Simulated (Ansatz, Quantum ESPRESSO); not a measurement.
# KNaICl (P4/mmm): third-order response, part 3 of 4

Aim: Raman and infrared lines of KNaICl (P4/mmm).

Quantum ESPRESSO 8.0 development, patched; DFT LDA, scalar-relativistic, plane waves, PseudoDojo norm-conserving pseudopotentials.

So far, highest mode moved by the LO-TO term (cm⁻¹): step 9 (modes along a direction of q (1 0 0)) 214. The relaxed cell has a = 4.323, c = 6.495 Å (conventional setting).

## Step 10: The LO-TO splitting (0 0 1)

File dynmat.in:

```
&input
   fildyn = 'g.dyn'
   asr = 'crystal'
   fileig = 'dynmat.eig'
   q(1) = 0.0
   q(2) = 0.0
   q(3) = 1.0
/
```

Command:

```console
$ dynmat.x -in dynmat.in > dynmat.out
```

What it wrote:

```text
[banner, memory and clock lines left out]
Program DYNMAT v.8.0dev

     Reading Dynamical Matrix from file g.dyn
     ...Force constants read
     ...epsilon and Z* read
     ...Raman cross sections read
     Acoustic Sum Rule: || Z*(ASR) - Z*(orig)|| =    7.010616E-02
     Acoustic Sum Rule: ||dyn(ASR) - dyn(orig)||=    2.436540E-03

     Polarizability (A^3 units)
     multiply by 0.596599 for Clausius-Mossotti correction (not under assume_isolated = 'mt')
        20.104987    0.000000    0.000000
         0.000000   20.104987    0.000000
         0.000000    0.000000   18.575554

     IR activities are in (D/A)^2/amu units

# mode   [cm-1]    [THz]      IR
    1     -0.00   -0.0000    0.0000
    2     -0.00   -0.0000    0.0000
    3      0.00    0.0000    0.0000
    4     25.19    0.7552    1.2172
    5     38.31    1.1485    0.0255
    6     38.31    1.1485    0.0255
    7     84.44    2.5315    0.2591
    8    154.58    4.6341    1.2387
    9    154.58    4.6341    1.2387
   10    165.04    4.9477    2.1640
   11    165.04    4.9477    2.1640
   12    190.40    5.7080    1.4614

[end of the log left out, with the tail of the file of modes that dynmat.x writes under the same name]
```

Elapsed: 0.46 s, on 1 thread of Arm Neoverse V2, shared host.

Read from the output:

- highest mode moved by the LO-TO term: 190.4 cm⁻¹

Zone-centre frequencies as printed; negative means imaginary. Modes:

| mode | frequency (cm⁻¹) |
| --- | --- |
| 1 | 0 |
| 2 | 0 |
| 3 | 0 |
| 4 | 25.19 |
| 5 | 38.31 |
| 6 | 38.31 |
| 7 | 84.44 |
| 8 | 154.6 |
| 9 | 154.6 |
| 10 | 165 |
| 11 | 165 |
| 12 | 190.4 |

The field moves 3 modes; the highest of them now lies at 190 cm⁻¹, where the highest that moved away lay at 172.

## Step 11: Modes along a direction of q (1 1 1)

File dynmat.in:

```
&input
   fildyn = 'g.dyn'
   asr = 'crystal'
   fileig = 'dynmat.eig'
   q(1) = 1.0
   q(2) = 1.0
   q(3) = 1.0
/
```

Command:

```console
$ dynmat.x -in dynmat.in > dynmat.out
```

What it wrote:

```text
[banners, grids, parts of the stress and lines that vanish by symmetry left out]
[banner, memory and clock lines left out]
Program DYNMAT v.8.0dev

     Reading Dynamical Matrix from file g.dyn
     ...Force constants read
     ...epsilon and Z* read
     ...Raman cross sections read
     Acoustic Sum Rule: || Z*(ASR) - Z*(orig)|| =    7.010616E-02
     Acoustic Sum Rule: ||dyn(ASR) - dyn(orig)||=    2.436540E-03

     Polarizability (A^3 units)
     multiply by 0.596599 for Clausius-Mossotti correction (not under assume_isolated = 'mt')
        20.104987    0.000000    0.000000
         0.000000   20.104987    0.000000
         0.000000    0.000000   18.575554

     IR activities are in (D/A)^2/amu units

# mode   [cm-1]    [THz]      IR
    1    -82.69   -2.4788    1.9716
    2     -0.00   -0.0000    0.0000
[...]
11    171.00    5.1265    1.1112
   12    206.45    6.1893    3.1283

[end of the log left out, with the tail of the file of modes that dynmat.x writes under the same name]
```

Run time: 0.46 s. Hardware: 1 thread.

Numbers from this step:

| Item | Value |
| --- | --- |
| highest mode moved by the LO-TO term | 206.4 cm⁻¹ |

Zone-centre frequencies as printed; negative means imaginary. Modes:

```csv
mode,frequency (cm⁻¹)
1,-82.69
2,0
3,0
4,0
5,38.31
6,39.32
7,80.16
8,154.6
9,157.8
10,165
11,171
12,206.4
```

The field moves 6 modes; the highest of them now lies at 206 cm⁻¹, where the highest that moved away lay at 172.

## Step 12: Cross-check with Ansatz

The same cell goes through another code at the same cutoff. The files are of one family, but Ansatz's library holds files of its own making for some heavy elements, so those for I may differ. Its k mesh is centred on Γ.

This step: DFT LDA, scalar-relativistic, plane waves, norm-conserving pseudopotentials of its library (PseudoDojo's, some remade) (Ansatz 0.2.0).

File input.yaml:

```yaml
crystal:
  lattice:
    - [4.3232452942, 0.0, 0.0]
    - [0.0, 4.3232452942, 0.0]
    - [0.0, 0.0, 6.4947602972]
  atoms:
    - { symbol: K, position: [0.5, 0.5, 0.5] }
    - { symbol: Na, position: [0.0, 0.0, 0.0] }
    - { symbol: I, position: [0.5, 0.5, 0.0] }
    - { symbol: Cl, position: [0.0, 0.0, 0.5] }
kpoints:
  mp_grid: { grid: [4, 4, 4] }
hamiltonian:
  xc: lda
  pseudopotentials: { kind: nc, accuracy: standard }
scf:
  occupations: { method: fixed }
output:
  eigenvalues: true
basis:
  ecutwfc: 1034.033
phonons:
  method: dfpt
  dielectric: true
  rigid_motions: translations
  raman: true
```

Command:

```console
$ ansatz run input.yaml --threads 8 --pin off --max-ram 16384MiB --backend cpu --events-out ev --progress --plain --runs-dir out
```

What it wrote:

```text
Warning: basis.ecutwfc = 1034.033 eV is below the records' recommended 1197.300995 eV, and the density's cutoff is lower with it unless basis.ecutrho_ratio is high enough to keep the records' density cutoff: compare with a run at a higher cutoff
Engine: ansatz 0.2.0, aarch64-unknown-linux-gnu
Pseudopotentials: kind: nc
Pseudopotential: K, nc, valence charge 9, recommended cutoff 979.609905 eV (normal), K.nc.azcp (PseudoDojo's, or run here from an input of PseudoDojo's; its table is named by hamiltonian.pseudopotentials.accuracy)
Pseudopotential: Na, nc, valence charge 9, recommended cutoff 1197.300995 eV (normal), Na.nc.azcp (PseudoDojo's, or run here from an input of PseudoDojo's; its table is named by hamiltonian.pseudopotentials.accuracy)
Pseudopotential: I, nc, valence charge 7, recommended cutoff 952.398519 eV (normal), I.nc.azcp (PseudoDojo's, or run here from an input of PseudoDojo's; its table is named by hamiltonian.pseudopotentials.accuracy)
Pseudopotential: Cl, nc, valence charge 7, recommended cutoff 761.918815 eV (normal), Cl.nc.azcp (PseudoDojo's, or run here from an input of PseudoDojo's; its table is named by hamiltonian.pseudopotentials.accuracy)
Functional definition: SPW92
  exchange = slater_x
  correlation = pw_c
Crystal: 4 atoms, lattice volume = 121.390 Å³
Basis set: ecut = 1034.033 eV, 9183 PW (Γ), exchange–correlation on 96×96×144 points (8 copies of the dense FFT grid, shifted against one another)
Bands: 20, of which v1, the nominal top of the filled ones, is band 16 counted from 1 (15 counted from 0)
Symmetry: 16 space group operations
k-points: 30 of 64 (irreducible under 2 space group operations, time reversal used)
Non-local potential: K, projectors of the file, l = 0: 2, l = 1: 2, l = 2: 2
Non-local potential: Na, projectors of the file, l = 0: 2, l = 1: 2
Non-local potential: I, projectors of the file, l = 0: 2, l = 1: 2, l = 2: 2, l = 3: 2
Non-local potential: Cl, projectors of the file, l = 0: 2, l = 1: 2, l = 2: 2
Initial density: superposition of atomic densities (chi_scale 0.1, normalization cell, long waves kept (reshape's long-wave potential 0.01 eV rms))
Initial wavefunctions: pseudopotential atomic-orbital guess
Functional: x = slater, c = lda
SCF iter   1: F=—  HF=-2863.929360 eV  |F-HF|=—  |Δ(HF+E_count)|=         —  Δρ=5.42e-2  dr2=3.90e0  ethr=3.10e-3  ⟨swp⟩=7.0  Hψ=3051  notcnv=0  defer=50
preconditioner: auto → Resta (q_TF=auto, 2.185 Å⁻¹)  ε∞=2.7  [insulator: Δε(μ)=3.047 eV  Ē_g=12.209 eV  n_scr=20 (ndim 8)  ℏωp=15.8 eV  f_vac=0.000  ε∞_Penn≈2.7]
SCF iter   2: F=—  HF=-2862.390183 eV  |F-HF|=—  |Δ(HF+E_count)|=    1.54e0  Δρ=1.51e-2  dr2=4.47e-1  ethr=3.10e-3  ⟨swp⟩=3.9  Hψ=1610  notcnv=0  defer=49
SCF iter   3: F=—  HF=-2862.183897 eV  |F-HF|=—  |Δ(HF+E_count)|=   2.06e-1  Δρ=6.33e-3  dr2=4.88e-2  ethr=1.40e-3  ⟨swp⟩=3.5  Hψ=1220  notcnv=0  defer=56
SCF iter   4: F=—  HF=-2862.165295 eV  |F-HF|=—  |Δ(HF+E_count)|=   1.86e-2  Δρ=1.19e-3  dr2=2.77e-3  ethr=1.53e-4  ⟨swp⟩=4.4  Hψ=1138  notcnv=0  defer=58
SCF iter   5: F=—  HF=-2862.164956 eV  |F-HF|=—  |Δ(HF+E_count)|=   3.39e-4  Δρ=2.93e-4  dr2=8.01e-5  ethr=8.66e-6  ⟨swp⟩=3.4  Hψ=1131  notcnv=0  defer=58
SCF iter   6: F=—  HF=-2862.165027 eV  |F-HF|=—  |Δ(HF+E_count)|=   7.10e-5  Δρ=4.12e-5  dr2=2.53e-6  ethr=2.50e-7  ⟨swp⟩=2.2  Hψ=832  notcnv=0  defer=58
SCF iter   7: F=—  HF=-2862.165047 eV  |F-HF|=—  |Δ(HF+E_count)|=   2.04e-5  Δρ=1.02e-5  dr2=8.68e-8  ethr=7.89e-9  ⟨swp⟩=2.0  Hψ=1038  notcnv=0  defer=56
SCF iter   8: F=—  HF=-2862.165047 eV  |F-HF|=—  |Δ(HF+E_count)|=   4.33e-8  Δρ=2.17e-6  dr2=4.93e-9  ethr=2.71e-10  ⟨swp⟩=2.4  Hψ=1099  notcnv=0  defer=56
SCF iter   9: F=—  HF=-2862.165047 eV  |F-HF|=—  |Δ(HF+E_count)|=  2.41e-10  Δρ=4.76e-7  dr2=1.98e-10  ethr=1.54e-11  ⟨swp⟩=2.1  Hψ=1060  notcnv=0  defer=56
SCF iter  10: F=-2862.165047 eV  HF=-2862.165047 eV  |F-HF|=8.64e-12  |Δ(HF+E_count)|=  4.50e-11  Δρ=7.26e-8  dr2=9.84e-12  ethr=1.00e-12  ⟨swp⟩=17.5  Hψ=5879  notcnv=0
SCF 1 converged in 10 iterations: F = -2862.165047 eV  dr2 = 9.84e-12
DFPT response loops at Γ: preconditioner auto → Resta (q_TF=auto, 2.185 Å⁻¹)  ε∞=3.9 (no band partly filled); β = 1.00, the filter's whole step (`scf.mixing.beta` (0.50) is not read by the response loops at its default; to damp them type it under 1.00, their step now; it binds the ground state too); Broyden in place of MSR1
── the response to a field inside a basis, on 8×8×6 k-points: an SCF that follows is theirs, and a resumed run solves both again ──
Bands: 17, of which v1, the nominal top of the filled ones, is band 16 counted from 1 (15 counted from 0)
k-points: 30 of 384
Initial density: handed on by an earlier stage of this run
Initial wavefunctions: pseudopotential atomic-orbital guess (no wavefunctions were taken with the density)
Eigensolver: Dense (30 Hₖ)
SCF iter   1: F=—  HF=-2862.166560 eV  |F-HF|=—  |Δ(HF+E_count)|=         —  Δρ=2.34e-4  dr2=2.86e-5  ethr=1.00e-1
preconditioner: auto → Resta (q_TF=auto, 2.185 Å⁻¹)  ε∞=3.0  [insulator: Δε(μ)=4.327 eV  Ē_g=11.197 eV  n_scr=20 (ndim 8)  ℏωp=15.8 eV  f_vac=0.016  ε∞_Penn≈3.0]
SCF iter   2: F=—  HF=-2862.166553 eV  |F-HF|=—  |Δ(HF+E_count)|=   6.56e-6  Δρ=1.06e-4  dr2=5.99e-6  ethr=8.94e-8
SCF iter   3: F=—  HF=-2862.166552 eV  |F-HF|=—  |Δ(HF+E_count)|=   1.03e-6  Δρ=1.27e-5  dr2=1.65e-7  ethr=1.87e-8
SCF iter   4: F=—  HF=-2862.166552 eV  |F-HF|=—  |Δ(HF+E_count)|=   2.41e-8  Δρ=3.06e-6  dr2=9.40e-9  ethr=5.15e-10
SCF iter   5: F=—  HF=-2862.166552 eV  |F-HF|=—  |Δ(HF+E_count)|=  2.33e-10  Δρ=5.04e-7  dr2=2.34e-10  ethr=2.94e-11
SCF iter   6: F=-2862.166552 eV  HF=-2862.166552 eV  |F-HF|=2.27e-11  |Δ(HF+E_count)|=  2.09e-11  Δρ=1.31e-7  dr2=3.04e-11  ethr=1.00e-12
SCF 1 converged in 6 iterations: F = -2862.166552 eV  dr2 = 3.04e-11
DFPT response loops at Γ: preconditioner auto → Resta (q_TF=auto, 2.185 Å⁻¹)  ε∞=3.7 (no band partly filled); β = 1.00, the filter's whole step (`scf.mixing.beta` (0.50) is not read by the response loops at its default; to damp them type it under 1.00, their step now; it binds the ground state too); Broyden in place of MSR1
DFPT response loops at Γ: mixed as the last ones told, above
WARN: field response: ε∞ stands inside a basis, on 8×8×6 points; the force constants stand on the 4×4×4 k-mesh, whose period is 10.97 times the interband length at k = (0.0000, 0.0000, 0.0000), direct gap 4.033 eV, under 14: take them and everything formed from them as unconverged, and compare with a denser kpoints.mp_grid
SCF converged after 10 iterations
Free energy (F): -2862.165047 eV
Harris-Foulkes:  -2862.165047 eV  (|F-HF|=8.64e-12)
Internal energy: -2862.165047 eV  (E = F + TS)
E sigma→0 (E₀):  -2862.165047 eV
Fermi energy:    1.730999 eV
--- Per-component energies (eV) ---
  E_band       = -353.860858
  E_kinetic    = 1274.212069
  E_local      = -2523.685915  (includes V_loc(G=0)·N_el)
  E_nonlocal   = -170.348785
  E_hartree    = 830.758986
  E_xc         = -582.433665
  E_vxc        = -595.556189  (∫ρ·V_xc dr)
  E_ewald      = -1690.667737
  E_smearing   = -0.000000  (= −TS)
  E_closure    = -0.000000  (closes the sum)
  Σ components = -2862.165047   (vs F -2862.165047, Δ=0.00e0)
--- Band table (eV; the first three rows and the last of 30) ---
  k-point 0: bands = [... 12 lower, 1.1202, 1.6511, 1.6870, 1.6870, 5.7200, 7.3963, 7.9931, 9.3413]
  k-point 1: bands = [... 12 lower, 1.1544, 1.2160, 1.6279, 1.6279, 6.2071, 7.5803, 8.1821, 8.8753]
  k-point 2: bands = [... 12 lower, 1.1986, 1.1986, 1.5591, 1.5591, 6.8221, 7.9606, 8.0415, 8.1924]
  k-point 29: bands = [... 12 lower, 0.7796, 0.7924, 0.7924, 1.0890, 7.2026, 8.9028, 8.9028, 9.1431]
--- Phonons (Γ-DFPT): 8 representative perturbations + reference, on 30 of 64 k-points (Σ response iterations 27) ---
  k mesh reduced under 2 symmetry operations, with k and −k counted as one. Each operation leaves every solved perturbation unchanged. A smaller set is not considered because the run solves the response to a homogeneous field
  ASR residual: 1.684e-4 → 0.000e0 eV/Å²; symmetrization residual: 6.112e-6 eV/Å²
  ASR residual per site (eV/Å²): 1.66e-4 1.68e-4 2.89e-5 9.67e-5
  Γ frequencies (cm⁻¹): -99.96 0.00 0.00 0.00 36.81 36.81 79.31 154.56 154.56 162.62 162.62 171.86
  ε∞ (high-frequency dielectric tensor):
        2.997443     0.000000     0.000000
        0.000000     2.997443     0.000000
        0.000000     0.000000     2.919842
  softest optical mode at Γ: -99.96 cm⁻¹; the repairs (sum rule, projections) moved no ω² at Γ by more than (1.69 cm⁻¹)²
  Born effective charges Z* (e; rows j = field, columns β = displacement):
    site 0:
         1.09448    0.00000    0.00000
         0.00000    1.09448    0.00000
         0.00000    0.00000    1.09475
    site 1:
         1.21316    0.00000    0.00000
         0.00000    1.21316    0.00000
         0.00000    0.00000    1.00096
    site 2:
        -1.11301    0.00000    0.00000
         0.00000   -1.11301    0.00000
         0.00000    0.00000   -0.78955
    site 3:
        -1.19463    0.00000    0.00000
         0.00000   -1.19463    0.00000
         0.00000    0.00000   -1.30616
  Z* charge neutrality: 1.334e-3 e pre-enforcement
  solved inside a basis spanned on kpoints, on 8×8×6 k-points: ε∞ is read to err by 8.6e-3, Z* by 1.0e-2 e (field_mesh: kpoints solves on kpoints); Z* is corrected for what the basis lacks
  Raman tensors (in the event stream and the table raman_tensors.tsv): an entry may err by 1.8e-3 Å², one of the second-order susceptibility by 3.9e-20 pm/V (basis, points and sum rule); their sum over the sites missed zero by 2.403e-20 Å² ahead of its enforcement
  optical modes at Γ without the LO–TO term, one row a degenerate level:
      ω (cm⁻¹)  modes    IR ((D/Å)²/amu)  static Raman (Å⁴/amu)  depolarisation
        -99.96      1             2.0738                 0.0000               —
         36.81      2             0.0241                 0.0000               —
         79.31      1             0.0667                 0.0000               —
        154.56      2             2.3717                 0.0000               —
        162.62      2             4.2797                 0.0000               —
        171.86      1             0.7958                 0.0000               —
  optical modes at Γ + LO–TO along q̂ = [1.0000, 0.0000, 0.0000]:
      ω (cm⁻¹)  modes    IR ((D/Å)²/amu)  static Raman (Å⁴/amu)  depolarisation
        -99.96      1             2.0738                 0.0000               —
         36.81      1             0.0120                 0.0000               —
         37.33      1             0.0037                 0.0000               —
         79.31      1             0.0667                 0.0000               —
        154.56      1             1.1859                 0.0000               —
        157.25      1             0.0121                 0.0000               —
        162.62      1             2.1399                 0.0000               —
        171.86      1             0.7958                 0.0000               —
        212.45      1             3.3220                 0.0000               —
  optical modes at Γ + LO–TO along q̂ = [0.0000, 1.0000, 0.0000]:
      ω (cm⁻¹)  modes    IR ((D/Å)²/amu)  static Raman (Å⁴/amu)  depolarisation
        -99.96      1             2.0738                 0.0000               —
         36.81      1             0.0120                 0.0000               —
         37.33      1             0.0037                 0.0000               —
         79.31      1             0.0667                 0.0000               —
        154.56      1             1.1859                 0.0000               —
        157.25      1             0.0121                 0.0000               —
        162.62      1             2.1399                 0.0000               —
        171.86      1             0.7958                 0.0000               —
        212.45      1             3.3220                 0.0000               —
  optical modes at Γ + LO–TO along q̂ = [0.0000, 0.0000, 1.0000]:
      ω (cm⁻¹)  modes    IR ((D/Å)²/amu)  static Raman (Å⁴/amu)  depolarisation
         12.84      1             1.2113                 0.0000               —
         36.81      2             0.0241                 0.0000               —
         84.38      1             0.2610                 0.0000               —
        154.56      2             2.3717                 0.0000               —
        162.62      2             4.2797                 0.0000               —
        190.32      1             1.4640                 0.0000               —
```

Elapsed: 2.1 min, on 8 threads; peak memory 3.7 GiB.

This step gave:

- gap on the k-mesh: 3.989 eV
- sum-rule residual before enforcement: 1.68e-4 eV/Å²
- miss of the charge sum rule: 0.001334 e
- estimated error of the dielectric tensor: 0.008638
- estimated error of the Born charges: 0.01043 e
- highest optical zone-centre mode (no LO-TO term): 171.9 cm⁻¹
- lowest optical zone-centre mode: -99.96 cm⁻¹
- mean high-frequency dielectric constant: 2.972
- largest Born charge in size (third of the trace): 1.232 e
- highest mode moved by the LO-TO term: 212.4 cm⁻¹

(Part 3 of 4 ends here.)

[Host names and launcher messages were left out of these logs when they were recorded.]

[Logs are printed without paths, hosts, clocks, repeated set-up lines and the standing remarks that a program may print on its own settings, such as how far it seeks lower states.]

[Hosts, paths, dates, database ids (printed as entryN), source tags and the programs' standing remarks are cut or masked in the printed files.]
